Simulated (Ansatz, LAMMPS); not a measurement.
**What do other settings change for aqueous N(CH3)4+ and Br-, 2.6 mol of salt per kg of water at 330 K (81 atoms)?**

Density of this cell: 1.08 g/cm³. The cell holds 81 atoms: 4 C, 1 N, 54 H, 21 O and 1 Br. Cell: a = 9.357 Å, b = 9.357 Å, c = 9.357 Å, α = 90.0°, β = 90.0°, γ = 90.0°. 21 H2O, 1 N(CH3)4+, 1 Br- placed at random, at 1.08 g/cm³; overlaps pushed apart, then 10 ps at 420 K with Joung-Cheatham ions (J. Phys. Chem. B 112, 9020 (2008)); MMFF94 bonds, angles, torsions, charges and radii (Halgren, J. Comput. Chem. 17, 490 (1996)) in harmonic and 12-6 forms; SPC/E water (Berendsen, Grigera and Straatsma, J. Phys. Chem. 91, 6269 (1987)). Snapshot after 20 ps at 330 K and fixed volume.

Geometry: as built.

Reference run: Kohn-Sham DFT, PBE+D3(BJ), PAW (set soft_2), plane waves (Ansatz 0.2.0), cutoff 420 eV, Γ point, fixed occupations.

```
r.m.s. force component                           : 0.665 eV/Å
pressure                                         : -1.693 GPa
gap (highest filled to lowest empty level) : 4.05 eV
SCF cycles                                       : 9
time                                             : 6.2 s on 4 threads of Arm Neoverse V2, shared host
```

**Question.** The same geometry is run again with each of these changes. How far do the results move, and how long does each run take?
- support functions medium
- support functions low
- support functions high
- support functions medium, radius 3.31 Å
- support functions medium, radius 3.58 Å
- support functions medium, radius 3.82 Å
- support functions medium, radius 4.09 Å
- support functions medium, radius 4.6 Å
- support functions medium, radius 5.12 Å
- basis.precision = "f64", scf.eigensolver.kind = "davidson" and scf.occupations.method = "tetrahedron"

Differences are against the plane-wave reference (Kohn-Sham DFT, PBE+D3(BJ), PAW (set soft_2), plane waves), whose r.m.s. force component is 0.665 eV/Å. Energies are set beside the reference only for runs with its functional, potentials and electron count. Times are for 4 threads of Arm Neoverse V2, shared host. The reference's time includes the DOS, ELF, the stress and grids, which some other runs skip.

```tsv
run	Δ force, r.m.s. (meV/Å)	share of r.m.s. force (%)	Δ energy (meV/atom)	Δ pressure (GPa)	Δ gap (eV)	cycles	time	host memory (GiB)
reference	-	-	-	-	-	9	6.2 s	0.82
support functions medium	11.4	1.71	-5.41	-	8.0e-4	12	53 s	2.2
support functions low	11.6	1.74	-5.41	-	7.0e-4	11	46 s	2.1
support functions high	11.3	1.70	-5.47	-	6.0e-4	16	5.8 min	7.1
support functions medium, radius 3.31 Å	11.3	1.70	-5.41	-	6.0e-4	12	49 s	2.1
support functions medium, radius 3.58 Å	11.4	1.71	-5.41	-	8.0e-4	12	57 s	2.3
support functions medium, radius 3.82 Å	11.4	1.71	-5.41	-	7.0e-4	12	65 s	2.5
support functions medium, radius 4.09 Å	11.4	1.71	-5.41	-	8.0e-4	12	81 s	2.9
support functions medium, radius 4.6 Å	11.4	1.71	-5.41	-	7.0e-4	12	2 min	3.6
support functions medium, radius 5.12 Å	11.3	1.71	-5.41	-	5.0e-4	12	3.1 min	4.6
basis.precision = "f64", scf.eigensolver.kind = "davidson" and scf.occupations.method = "tetrahedron"	0.01	0.0014	0	0	0	9	10 s	0.85
```

Among numerical settings the force difference runs from 0.01 meV/Å (basis.precision = "f64", scf.eigensolver.kind = "davidson" and scf.occupations.method = "tetrahedron") to 12 meV/Å (support functions low). At 81 atoms the fastest of the runs at a preset level, support functions low, takes roughly 7.5 times the time of plane waves (whose run also made extra analyses, so the like-for-like ratio is larger), in 11 SCF cycles against 9. Differences between support functions and plane waves include what basis error the plane-wave run still has. The force difference hardly changes among these support-function runs, which points to the basis of the plane-wave reference as its main source. As the radius goes from 3.31 to 5.12 Å, the force difference goes from 11 to 11 meV/Å, and the time from 49 s to 3.1 min. 

[Logs are printed without paths, hosts, clocks, repeated set-up lines and the standing remarks that a program may print on its own settings, such as how far it seeks lower states.]

[Hosts, paths, dates, database ids (printed as entryN), source tags and the programs' standing remarks are cut or masked in the printed files.]

[The MMFF94 radii named for the starting cell were scaled by 0.96; in molecules described by MMFF94, hydrogen bound to N, O or S took a small fixed 12-6 site in their place.]
